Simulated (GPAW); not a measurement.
Consider Li on a B site (antisite) in LiB.

```xyz
24
Lattice="0.0000 -6.9450 0.0000 6.0146 -3.4725 0.0000 -2.0049 3.4725 6.1908" Properties=species:S:1:pos:R:3 pbc="T T T"
Li    0.0000    0.0000    2.3215
B     2.0049   -3.4725    2.4427
B     0.0000    0.0000    5.6462
B     4.0097   -6.9450    2.2004
B     2.0049   -3.4725    5.4169
B     4.0097   -6.9450    5.1876
B     0.0000    0.0000    0.4756
B     2.0049   -3.4725    0.9655
B     0.0000    0.0000    4.1675
B     4.0097   -6.9450    0.7080
B     2.0049   -3.4725    3.9351
B     4.0097   -6.9450    3.6776
Li    2.1225   -5.7196    2.3215
Li    3.8921   -2.2471    2.3215
Li    2.0049   -5.8061    5.4169
Li    0.0000   -2.4508    2.3215
Li    4.0258   -2.3057    5.4169
Li   -0.0161   -2.3057    5.4169
Li   -0.0073   -4.6242    0.6828
Li    2.0135   -1.1541    0.6828
Li    0.0073   -4.6242    3.9603
Li    4.0083   -4.6392    0.6828
Li    2.0062   -1.1667    3.9603
Li    4.0010   -4.6266    3.9603
```

Absorber: atom 1, with 2 B at 1.85 Å (linear; the defect atom itself). Method: GPAW, LDA, excited-electron core hole (neutral cell), 24-atom cell with 6.9 Å between holes, 4×4×4 k points, dipole transitions, Gaussian full width 0.9 eV up to 4 eV, rising linearly to 3.5 eV at 25 eV.

Where do the maxima of the Li K edge fall?

Main maxima up to 24 eV above the zero (height): 0.8 eV (0.83), 5.7 eV (0.92), 9.8 eV (1.50), 13.3 eV (1.74) and 22.6 eV (0.93). A K edge sees empty p states on the absorber. The total-energy difference is 54.47 eV. One term is added: -3.34 eV, since the hole is spin-paired here and a spin-polarised one costs that much less in the free atom (computed apart). The photon energy is then 51.13 eV. The tabulated edge of the element is 54.7 eV. The functional leaves an error in such absolute values: in the free atom LDA prices this hole 1.0 eV below PBE (computed apart), and PBE is itself good to a few eV.

The Li K spectrum (energy from the lowest empty level; intensity scaled to a mean of 1 over the first 20 eV):

```
E (eV)  isotropic  ε ∥ x  ε ∥ z
  -2.0       0.00   0.00   0.00
  -1.4       0.00   0.00   0.00
  -0.8       0.02   0.03   0.00
  -0.2       0.27   0.40   0.01
   0.4       0.74   1.10   0.03
   1.0       0.81   1.20   0.05
   1.6       0.77   1.12   0.07
   2.2       0.64   0.93   0.06
   2.8       0.46   0.66   0.07
   3.4       0.50   0.68   0.14
   4.0       0.53   0.66   0.27
   4.6       0.61   0.69   0.46
   5.2       0.81   0.91   0.60
   5.8       0.92   1.10   0.55
   6.4       0.87   1.11   0.39
   7.0       1.00   1.35   0.29
   7.6       1.17   1.57   0.39
   8.2       1.19   1.42   0.73
   8.8       1.25   1.31   1.12
   9.4       1.44   1.50   1.32
  10.0       1.47   1.59   1.23
  10.6       1.24   1.36   1.01
  11.2       1.08   1.16   0.91
  11.8       1.19   1.30   0.98
  12.4       1.48   1.63   1.19
  13.0       1.71   1.84   1.45
  13.6       1.70   1.78   1.54
  14.2       1.49   1.54   1.40
  14.8       1.22   1.24   1.19
  15.4       1.00   0.94   1.12
  16.0       0.87   0.71   1.21
  16.6       0.81   0.55   1.34
  17.2       0.79   0.48   1.42
  17.8       0.80   0.49   1.41
  18.4       0.81   0.56   1.31
  19.0       0.83   0.66   1.18
  19.6       0.85   0.76   1.05
  20.2       0.87   0.84   0.95
  20.8       0.89   0.89   0.90
  21.4       0.91   0.91   0.90
  22.0       0.93   0.92   0.94
  22.6       0.93   0.91   0.98
  23.2       0.92   0.87   1.02
  23.8       0.89   0.81   1.05
  24.4       0.85   0.74   1.07
  25.0       0.81   0.68   1.07
```

In so small a cell the defects form an ordered array, and no site is far from one. The mesh is coarse (0.27 Å⁻¹ between points), so small maxima may be mesh ripples. Lifetime broadening is put in by hand, and intensities beyond about 20 eV depend on it and on the partial waves.

[Banner, clock and machine lines of the logs are left out without a mark of their own.]

[Logs are printed without paths, hosts, clocks, repeated set-up lines and the standing remarks that a program may print on its own settings, such as how far it seeks lower states.]

[Hosts, paths, dates, database ids (printed as entryN), source tags and the programs' standing remarks are cut or masked in the printed files.]

[Lists of maxima count a maximum above −3 eV only where it reaches 4 % of the highest in the window and stands out from its surroundings by 2 % of it (1.5 % where it reaches 55 %); shoulders and weaker maxima are passed over, and of the rest the first, up to two pre-edge ones and the few strongest are named.]
